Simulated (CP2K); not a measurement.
Two runs for the C K edge of methoxyketene. Run A: CP2K XAS_TDP, all-electron GAPW, PBEh(45%), aug-cc-pVDZ, TDA, no relativity. Run B differs in one setting.

First lines with a strength over 0.0015. A:

| atom | energy (eV) | states | strength, one atom |
| --- | --- | --- | --- |
| C1 (bonded to O and 3 H) | 284.06 | 1 | 0.0236 |
|  | 285.96 | 2 | 0.0497 |
|  | 286.31 | 1 | 0.0101 |
|  | 286.84 | 1 | 0.0064 |
|  | 287.31 | 1 | 0.0070 |
| C3 (bonded to C, O and H) | 282.65 | 1 | 0.0064 |
|  | 284.59 | 1 | 0.0454 |
|  | 285.62 | 1 | 0.0055 |
|  | 286.54 | 1 | 0.0116 |
|  | 286.68 | 1 | 0.0016 |
| C4 (bonded to C and O) | 281.60 | 1 | 0.0708 |
|  | 285.40 | 1 | 0.0675 |
|  | 288.68 | 1 | 0.0016 |
|  | 289.44 | 1 | 0.0029 |
|  | 289.82 | 1 | 0.0016 |

B:

| atom | energy (eV) | states | strength, one atom |
| --- | --- | --- | --- |
| C1 (bonded to O and 3 H) | 290.72 | 1 | 0.0231 |
|  | 292.62 | 2 | 0.0485 |
|  | 292.97 | 1 | 0.0099 |
|  | 293.50 | 1 | 0.0062 |
|  | 293.97 | 1 | 0.0068 |
| C3 (bonded to C, O and H) | 288.46 | 1 | 0.0062 |
|  | 290.40 | 1 | 0.0445 |
|  | 291.43 | 1 | 0.0054 |
|  | 292.35 | 1 | 0.0113 |
|  | 292.49 | 1 | 0.0016 |
| C4 (bonded to C and O) | 288.40 | 1 | 0.0691 |
|  | 292.21 | 1 | 0.0659 |
|  | 295.48 | 1 | 0.0016 |
|  | 296.24 | 1 | 0.0028 |
|  | 296.62 | 1 | 0.0016 |

Which was it: GW2X switched on, scalar relativity switched on, the functional, the basis?

GW2X switched on. GW2X shifts an atom's lines together and keeps their spacings. Against PBEh(45%) in aug-cc-pVDZ, the leading lines move by +6.66 eV (C1, to 290.72), +5.81 eV (C3, to 290.40) and +6.80 eV (C4, to 288.40).

[Hosts, paths, dates, database ids (printed as entryN), source tags and the programs' standing remarks are cut or masked in the printed files.]
